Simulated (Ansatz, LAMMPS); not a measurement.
**Glassy 63SiO2-16Na2O-21K2O (mol %) (114 atoms): a short ab initio trajectory**

How do the atoms of glassy 63SiO2-16Na2O-21K2O (mol %) (114 atoms) move, and what local order do they keep?

Program: Ansatz 0.2.0. Level of theory: Kohn-Sham DFT, r2SCAN, PAW (set soft_2), plane waves. Results are calculated unless marked as measured.

## (1) Starting point

The cell holds 114 atoms: 24 Si, 12 Na, 16 K and 62 O. Cell: a = 11.776 Å, b = 11.776 Å, c = 11.776 Å, α = 90.0°, β = 90.0°, γ = 90.0°. 114 atoms (24 Si, 12 Na, 16 K, 62 O) placed at random at 2.46 g/cm³, melted at 4000 K for 10 ps at fixed volume with the Morse and Coulomb pair potential with partial charges (Pedone, Malavasi, Menziani, Cormack and Segre, J. Phys. Chem. B 110, 11780 (2006)). Quenched from 4000 K to 300 K at 10 K/ps and fixed volume, held 10 ps at zero pressure.

What the set-up can't give: The quench rate of 10 K/ps is orders of magnitude faster than experiment, which tends to freeze in extra defects. The starting topology of bonds comes from the classical model. Only the Γ point is sampled, in a cell whose shortest periodic width is 12 Å.

## (2) Single point at the start

The forces at the start show how far the geometry lies from a minimum of this functional.

Input file input.yaml:

```yaml
crystal:
  lattice:
    - [11.77591, 0.0, 0.0]
    - [0.0, 11.77591, 0.0]
    - [0.0, 0.0, 11.77591]
  atoms:
    - { symbol: Si, position: [0.01356, 0.4788, 0.82628] }
    - { symbol: Si, position: [0.46603, 0.53226, 0.19629] }
    - { symbol: Si, position: [0.06229, 0.45726, 0.57109] }
    - { symbol: Si, position: [0.44582, 0.50217, 0.75653] }
    [... 104 atom lines left out ...]
    - { symbol: O, position: [0.53406, 0.99087, 0.21038] }
    - { symbol: O, position: [0.60892, 0.16754, 0.08487] }
    - { symbol: O, position: [0.32119, 0.93151, 0.18319] }
    - { symbol: O, position: [0.90133, 0.97599, 0.3577] }
    - { symbol: O, position: [0.00286, 0.05379, 0.91826] }
    - { symbol: O, position: [0.16878, 0.86657, 0.0456] }
kpoints:
  mp_grid: { grid: [1, 1, 1] }
hamiltonian:
  xc: r2scan
scf:
  occupations: { method: fixed }
output:
  forces: true
```

Launch:

```console
ansatz run input.yaml --threads 4 --pin off --max-ram 8192MiB --backend cpu --events-out ev --progress --plain --runs-dir out
```

The job ended after 94 s (4 threads of Arm Neoverse N1, shared host; peak memory 4.6 GiB; 6.2 min of CPU time).

Numbers from this run:

```
free energy            : -93258.8130 eV
free energy per atom   : -818.0598 eV/atom
SCF cycles             : 9
r.m.s. force component : 1.269 eV/Å
longest force          : 4.979 eV/Å
Fermi energy           : 4.338 eV
```

The r.m.s. force component of 1.3 eV/Å sets the starting point.

Neighbours are counted within 2.12 Å (O-Si), 3.38 Å (O-K), 2.98 Å (O-Na).

Length of the force by element and coordination:

```
element  coordination  atoms  mean length of the force (eV/Å)  spread  least   most
      K           all     16                            0.684   0.450  0.126   1.82
      K             5      3                            0.686   0.135  0.550  0.871
      K             6      7                            0.656   0.430  0.175   1.48
      K             7      3                            0.499   0.346  0.126  0.961
      K             8      2                             1.08   0.738  0.347   1.82
      K             9      1                            0.631       0  0.631  0.631
     Na           all     12                            0.949   0.451  0.386   1.95
     Na             3      1                             1.95       0   1.95   1.95
     Na             4      5                            0.827   0.428  0.386   1.62
     Na             5      5                            0.828   0.256   0.53   1.26
     Na             8      1                             1.17       0   1.17   1.17
      O           all     62                             1.88    1.06  0.437   4.85
      O             2      6                             1.96    1.40  0.489   4.77
      O             3     18                             1.55   0.709  0.545   3.35
      O             4     14                             1.98   0.994  0.715   4.75
      O             5     11                             1.59   0.640  0.455   2.62
      O             6     13                             2.41    1.35  0.437   4.85
     Si           all     24                             3.02   0.923  0.786   4.98
```

## (3) Dynamics started at 300 K

A Langevin thermostat couples each atom to a heat bath, at the price of damped dynamics. The time step is 1.0 fs.

input.yaml, as its differences from that of step 2:

```diff
@@ -15 +15,8 @@
   forces: true
+md:
+  timestep: 1.0
+  n_steps: 60
+  ensemble: nvt_langevin
+  temperature: 300
+  initial_velocities: maxwell_boltzmann
+  seed: 2689
```

Run time: 72 min. Hardware: 4 threads; peak memory 4.9 GiB; 4.8 h of CPU time.

The program notes that it switched symmetry off.

Rows from the run:

```
time (fs)  T (K)  potential (meV/atom)
      0.0    297                   0.0
      4.0    336                  -6.7
      8.0    436                 -22.6
     12.0    474                 -28.2
     16.0    423                 -24.0
     20.0    389                 -20.7
     24.0    420                 -23.6
     28.0    432                 -26.6
     32.0    408                 -27.0
     36.0    444                 -31.2
     40.0    466                 -37.8
     44.0    478                 -41.2
     48.0    464                 -40.6
     52.0    440                 -38.4
     56.0    422                 -36.8
     60.0    417                 -38.6
```

Mean square displacement from the first frame to the last: Si 0.023 Å², Na 0.18 Å², K 0.056 Å², O 0.047 Å².

Table of mean square displacement by time lag:

```
time lag (fs)   K (Å²)  Na (Å²)   O (Å²)  Si (Å²)
          1.0   2.4e-5   6.8e-5   6.1e-5   3.8e-5
          2.0   9.6e-5   2.7e-4   2.4e-4   1.5e-4
          3.0   2.2e-4   6.2e-4   5.5e-4   3.4e-4
          4.0   3.8e-4  0.00110   9.7e-4   6.0e-4
          5.0   5.9e-4  0.00173  0.00150   9.2e-4
          7.0  0.00115  0.00340  0.00289  0.00174
          8.0  0.00149  0.00445  0.00373  0.00222
          9.0  0.00187  0.00563  0.00464  0.00274
         10.0  0.00230  0.00696  0.00563  0.00330
         11.0  0.00276  0.00842  0.00669  0.00388
         13.0  0.00381   0.0118  0.00893  0.00508
         14.0  0.00439   0.0136   0.0101  0.00568
         15.0  0.00501   0.0157   0.0113  0.00628
         16.0  0.00566   0.0178   0.0125  0.00687
         17.0  0.00635   0.0201   0.0137  0.00745
         19.0  0.00782   0.0250   0.0161  0.00854
         20.0  0.00861   0.0277   0.0173  0.00905
         21.0  0.00942   0.0304   0.0185  0.00952
         22.0   0.0103   0.0333   0.0196  0.00998
         23.0   0.0111   0.0363   0.0207   0.0104
         25.0   0.0130   0.0427   0.0229   0.0112
         26.0   0.0139   0.0460   0.0239   0.0115
         27.0   0.0149   0.0494   0.0249   0.0119
         28.0   0.0159   0.0529   0.0259   0.0122
         30.0   0.0180   0.0602   0.0278   0.0128
```

Over the second half of 60 fs the temperature averages 441 K with swings of 22 K r.m.s. From first frame to last Na has the largest mean square displacement, 0.18 Å² at the end; the farthest move is 0.80 Å. The mean temperature of 441 K lies well off the 300 K of the input, so the thermostat hasn't yet brought the run to equilibrium. The count of bonds goes from 267 in the first frame to 273 in the last, by one set of cutoffs: 4 pairs passed out of them and 10 came within. The run spans 0.06 ps, too short for its means to be equilibrium values.

## (4) Distances and neighbours late in the run

The g(r) is a mean over the second half; what follows it is taken at the last frame.

Bonds before and after, by the cutoffs listed below:

```
pair  bonds before  bonds after  mean before (Å)  mean after (Å)  spread before (Å)  spread after (Å)
O-Si            96           96            1.617           1.629              0.056             0.046
 O-K           113          114            2.938           2.913              0.258             0.248
O-Na            58           63            2.453           2.470              0.230             0.222
```

Density 2.61 g/cm³, 14.32 Å³ an atom.

Mean of 17 frames. g(r), total and by pair (bins of 0.2 Å):

```
r (Å)  total   O-O   O-Si   O-K  O-Na  Si-Si  Si-K
 1.50   0.85  0.00   3.73  0.00  0.00   0.00  0.00
 1.70   2.71  0.00  11.81  0.00  0.00   0.00  0.00
 1.90   0.01  0.00   0.03  0.00  0.00   0.00  0.00
 2.10   0.15  0.00   0.00  0.00  1.32   0.00  0.00
 2.30   0.42  0.03   0.08  0.12  3.28   0.00  0.00
 2.50   0.97  1.57   0.00  0.99  2.92   0.00  0.00
 2.70   2.04  4.82   0.00  2.86  1.08   0.00  0.00
 2.90   0.91  0.75   0.07  2.77  0.58   0.71  0.00
 3.10   0.81  0.39   0.07  1.30  0.26   4.89  0.94
 3.30   0.95  0.62   0.49  0.67  0.51   2.21  2.41
 3.50   1.08  0.92   1.04  0.48  0.69   0.15  2.83
 3.70   0.90  0.62   1.36  0.66  0.56   0.00  1.75
 3.90   1.00  0.78   1.28  0.96  0.96   0.45  1.95
 4.10   1.09  0.70   2.21  0.69  0.88   0.78  1.04
 4.30   1.07  0.99   1.54  0.90  1.14   0.62  0.86
 4.50   0.96  1.02   0.70  0.93  1.69   0.86  0.65
 4.70   0.99  1.09   0.90  0.97  1.25   1.00  0.69
 4.90   1.09  1.21   0.84  1.18  1.50   1.52  0.63
 5.10   1.10  1.42   0.93  1.33  0.76   1.20  0.42
 5.30   0.98  1.24   0.77  1.15  0.63   1.48  0.42
 5.50   0.84  0.90   0.89  0.92  0.72   0.98  0.49
 5.70   0.93  0.86   1.01  0.89  0.87   1.18  0.89
```

Bonds by pair of elements; cutoffs follow the first minimum of g(r), held within bounds set by covalent radii, and pairs that aren't listed don't count as bonded:

```
pair A-B  cutoff (Å)  bonds  mean length (Å)  spread (Å)  shortest (Å)  B about A  A about B
    O-Si        2.08     96             1.63       0.046          1.51       1.55          4
     O-K        3.52    114             2.91       0.248          2.40       1.84       7.12
    O-Na        3.09     63             2.47       0.222          2.02       1.02       5.25
```

How many atoms have how many bonded neighbours:

```
element  mean  2   3   4   5   6  7  8  9
      K  7.12  0   0   0   1   3  6  5  1
     Na  5.25  0   0   2   7   2  0  1  0
      O  4.40  2  18  14  13  11  4  0  0
     Si     4  0   0  24   0   0  0  0  0
```

Bond angles (no mean is given where the spread exceeds 20°):

```
 angle  count  mean (°)  spread (°)
K-O-Si    151         -           -
O-Si-O    144       109         5.8
O-Na-O    140         -           -
K-O-Na    132         -           -
```

Oxygen atoms by the number of network formers (Si, P, Ge, B, Al, As, Ga) bound to them:

```
network formers bound to O  O atoms  per cent
                         0        0         0
                         1       28      45.2
                         2       34      54.8
```

Network units: each former by its oxygen neighbours and how many of them bridge to another former:

```
former  O neighbours  bridging O  atoms
    Si             4           1      2
    Si             4           2      5
    Si             4           3     12
    Si             4           4      5
```

Bond length by coordination (bonds to H left out):

```
element  coordination  atoms  mean bond length (Å)
      K             5      1                  2.75
      K             6      3                  2.88
      K             7      6                  2.92
      K             8      5                  2.92
      K             9      1                  3.01
     Na             4      2                  2.35
     Na             5      7                  2.45
     Na             6      2                  2.54
     Na             8      1                  2.59
      O             2      2                  1.62
      O             3     18                  2.03
      O             4     14                  2.25
      O             5     13                  2.46
      O             6     11                  2.53
      O             7      4                  2.68
```

First main peaks of g(r), for some of the pairs, lie near 2.7 Å (O-O), 1.6 Å (O-Si), 2.8 Å (O-K), 2.4 Å (O-Na), 3.1 Å (Si-Si) and 3.4 Å (Si-K). By these cutoffs 38 % of K atoms have 7, 58 % of Na atoms have 5, 29 % of O atoms have 3 and all Si atoms have 4 bonded neighbours. 55 % of the oxygens bridge two formers (Si) and 45 % are non-bridging. The commonest Si unit has 4 oxygens, 3 of them shared with other formers (12 of 24 atoms).

## (5) Single point at the last frame

The last frame is solved once more, with the analyses that the dynamics left out.

Input file input.yaml:

```yaml
crystal:
  lattice:
    - [11.77591, 0.0, 0.0]
    - [0.0, 11.77591, 0.0]
    - [0.0, 0.0, 11.77591]
  atoms:
    - { symbol: Si, position: [0.00294, 0.47794, 0.83859] }
    - { symbol: Si, position: [0.46774, 0.52495, 0.18471] }
    - { symbol: Si, position: [0.05499, 0.47189, 0.57441] }
    - { symbol: Si, position: [0.43185, 0.50766, 0.76129] }
    [... 104 atom lines left out ...]
    - { symbol: O, position: [0.51911, 0.00277, 0.20627] }
    - { symbol: O, position: [0.60707, 0.17021, 0.08187] }
    - { symbol: O, position: [0.31673, 0.92975, 0.19132] }
    - { symbol: O, position: [0.92944, 0.98695, 0.37334] }
    - { symbol: O, position: [0.99294, 0.04235, 0.90713] }
    - { symbol: O, position: [0.18353, 0.86976, 0.04017] }
kpoints:
  mp_grid: { grid: [1, 1, 1] }
hamiltonian:
  xc: r2scan
scf:
  occupations: { method: fixed }
output:
  forces: true
  stress: true
  populations: true
  dos:
    method: { smearing: { sigma: 0.15 } }
    de: 0.1
    projected: { site_lists: { K: [K], Na: [Na], O: [O], Si: [Si] } }
  eigenvalues: true
  write_density: true
  write_potential: true
  volumetric_format: npy
```

The job ended after 2.5 min (4 threads; peak memory 4.8 GiB).

The run gave:

```
free energy                                      : -93263.2191 eV
free energy per atom                             : -818.0984 eV/atom
SCF cycles                                       : 9
pressure                                         : 0.7055 GPa
r.m.s. force component                           : 0.9133 eV/Å
longest force                                    : 4.769 eV/Å
Fermi energy                                     : 4.218 eV
gap (highest filled to lowest empty level) : 3.659 eV
spilling of the projection                       : 0.009848
```

Neighbours are counted within 2.08 Å (O-Si), 3.52 Å (O-K), 3.09 Å (O-Na), the cutoffs taken from the dynamics.

Length of the force by element and coordination:

```
element  coordination  atoms  mean length of the force (eV/Å)  spread  least   most
      K           all     16                            0.497   0.139  0.248  0.712
      K             5      1                            0.712       0  0.712  0.712
      K             6      3                            0.444  0.0639  0.374  0.528
      K             7      6                            0.436   0.103  0.297  0.610
      K             8      5                            0.530   0.160  0.248  0.694
      K             9      1                            0.642       0  0.642  0.642
     Na           all     12                            0.503   0.273  0.150   1.04
     Na             4      2                            0.290  0.0543  0.236  0.344
     Na             5      7                            0.485   0.268  0.150   1.02
     Na             6      2                            0.510  0.0744  0.436  0.585
     Na             8      1                             1.04       0   1.04   1.04
      O           all     62                             1.32   0.734  0.311   3.77
      O             2      2                             1.81   0.369   1.44   2.18
      O             3     18                             1.32   0.600  0.323   2.25
      O             4     14                             1.64   0.859  0.387   2.88
      O             5     13                             1.27   0.884  0.311   3.77
      O             6     11                            0.879   0.324  0.339   1.59
      O             7      4                             1.36   0.470  0.617   1.91
     Si           all     24                             2.15    1.02  0.849   4.77
```

Löwdin charges by element and coordination (they lack the spilled electrons, 0.062 e an atom on average):

```
element  coordination  atoms  mean charge (e)  spread   least    most
      K           all     16            0.869  0.0089   0.854   0.890
      K             5      1            0.871       0   0.871   0.871
      K             6      3            0.863  0.0062   0.854   0.868
      K             7      6            0.874  0.0102   0.857   0.890
      K             8      5            0.867  0.0074   0.856   0.877
      K             9      1            0.871       0   0.871   0.871
     Na           all     12            0.801  0.0129   0.777   0.818
     Na             4      2            0.795   0.018   0.777   0.814
     Na             5      7            0.803  0.0125   0.786   0.818
     Na             6      2            0.797  0.0062   0.791   0.803
     Na             8      1            0.809       0   0.809   0.809
      O           all     62           -0.929  0.0892   -1.07  -0.815
      O             2      2           -0.817  1.0e-4  -0.817  -0.817
      O             3     18           -0.860  0.0377  -0.983  -0.815
      O             4     14           -0.901  0.0757   -1.05  -0.835
      O             5     13           -0.948  0.0772   -1.03  -0.853
      O             6     11            -1.04  0.0196   -1.07   -1.01
      O             7      4            -1.03  0.0173   -1.06   -1.02
     Si           all     24             1.72  0.0719    1.55    1.82
```

Density of states as counts of states in windows of 1 eV (from the Fermi level), total and the larger projections:

```
from (eV)  to (eV)  total   O p  Si p
      -10       -9   10.3   7.1   0.8
       -9       -8   14.3  10.2   1.7
       -8       -7   20.1  15.2   3.3
       -7       -6   15.5  12.0   2.9
       -6       -5   22.7  18.6   2.3
       -5       -4   50.8  42.6   3.7
       -4       -3   62.1  54.8   3.0
       -3       -2   60.8  55.8   1.8
       -2       -1   65.7  61.2   1.7
       -1        0   39.4  37.6   0.5
        0        1    3.7   3.5   0.0
        1        3    0.0   0.0   0.0
        3        4    2.0   0.0   0.0
        4        5    2.0   0.2   0.1
```

With fixed occupations the program's Fermi level is the highest filled level; weight inside the gap is the broadening of levels at its edges.

Between -26 and -10 eV lie 299 more states.

The stored curve holds about 664 of the 720 electrons; the rest, give or take the few that broadening carries across the Fermi level, lie in deeper levels below its range.

The levels nearest the highest filled one (over half full), pooled over k-points and spins:

```
level less the highest filled one (eV)  occupation
                                -0.376           2
                                -0.353           2
                                 -0.26           2
                               -0.0507           2
                               -0.0061           2
                                     0           2
                                  3.66           0
                                  4.75           0
                                  5.15           0
                                  5.23           0
                                  5.44           0
                                  5.49           0
```

Mean Löwdin charges: K +0.87, Na +0.80, O -0.93, Si +1.72 e (they miss 0.98 % of the electrons, so they add up to more than the cell's charge).

## (6) Summary of results

```
mean temperature, second half                    : 441.1 K
temperature swing, second half                   : 22.23 K
free energy per atom                             : -818.0984 eV/atom
pressure                                         : 0.7055 GPa
r.m.s. force component                           : 0.9133 eV/Å
gap (highest filled to lowest empty level) : 3.659 eV
wall time of the 3 DFT runs                      : 77 min
```

What this shows: Over the second half of 60 fs the temperature averages 441 K with swings of 22 K r.m.s. The mean temperature of 441 K lies well off the 300 K of the input, so the thermostat hasn't yet brought the run to equilibrium. The count of bonds goes from 267 in the first frame to 273 in the last, by one set of cutoffs: 4 pairs passed out of them and 10 came within. The run spans 0.06 ps, too short for its means to be equilibrium values. By these cutoffs 38 % of K atoms have 7, 58 % of Na atoms have 5, 29 % of O atoms have 3 and all Si atoms have 4 bonded neighbours. 55 % of the oxygens bridge two formers (Si) and 45 % are non-bridging.

Between filled and empty levels lie 3.66 eV (at Γ alone); a semilocal functional tends to put such gaps too low. In a disordered cell it changes from sample to sample, and tail or defect levels can set it.

**Limits.** The starting topology of bonds comes from the classical model; in DFT 4 of its 267 bonded pairs passed out of the cutoffs and 10 came within them. The pressure of a single frame lacks the kinetic term, about 0.43 GPa here.

[Logs are printed without paths, hosts, clocks, repeated set-up lines and the standing remarks that a program may print on its own settings, such as how far it seeks lower states.]

[Hosts, paths, dates, database ids (printed as entryN), source tags and the programs' standing remarks are cut or masked in the printed files.]
